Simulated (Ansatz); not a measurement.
# Direct or indirect: SiC (Cmc2_1)

```
Si C
1.0
     1.53890   -2.66750    0.00000
     1.53890    2.66750    0.00000
     0.00000    0.00000   15.12190
Si C
6 6
Direct
  0.16430 0.83570 0.80876
  0.83570 0.16430 0.30876
  0.49930 0.50070 0.97590
  0.50070 0.49930 0.47590
  0.83270 0.16730 0.64200
  0.16730 0.83270 0.14200
  0.17100 0.82900 0.68320
  0.82900 0.17100 0.18320
  0.84000 0.16000 0.51830
  0.16000 0.84000 0.01830
  0.50400 0.49600 0.84970
  0.49600 0.50400 0.34970
```

Method: Ansatz, PBE, independent particles, without spin-orbit coupling, line width 0.15 eV (Gaussian). The band structure gives a fundamental gap of 1.88 eV. The spectrum of vertical transitions near the edge:

```tsv
E (eV)	Im ε, E ∥ x	Im ε, E ∥ y	Im ε, E ∥ z
1.38	0.00	0.00	0.00
1.56	0.00	0.00	0.00
1.74	0.00	0.00	0.00
1.92	0.00	0.00	0.00
2.10	0.00	0.00	0.00
2.28	0.00	0.00	0.00
2.46	0.00	0.00	0.00
2.64	0.00	0.00	0.00
2.82	0.00	0.00	0.00
3.00	0.00	0.00	0.00
3.18	0.01	0.03	0.01
3.36	0.04	0.07	0.08
3.54	0.08	0.16	0.40
3.72	0.22	0.31	1.26
3.90	0.39	0.39	2.01
4.08	0.45	0.42	2.34
4.26	0.53	0.51	2.72
4.44	0.72	0.72	2.81
4.62	1.01	0.98	2.85
4.80	1.43	1.42	3.09
```

(1) Is the gap direct or indirect, and about where do vertical transitions set in?

## Answers

(1) Indirect, by the band path, whose least direct gap is 3.12 eV. The curves fit this: they stay near zero above 1.88 eV and rise only from about 3.1 eV, though a forbidden direct transition would look alike. Lines are broadened by 0.15 eV, which spreads the edge, and phonons, which would give weak absorption from the fundamental gap up, are left out. Along the first axis the transitions at the gap are weak, so the curve there climbs slowly.

[Logs are printed without paths, hosts, clocks, repeated set-up lines and the standing remarks that a program may print on its own settings, such as how far it seeks lower states.]
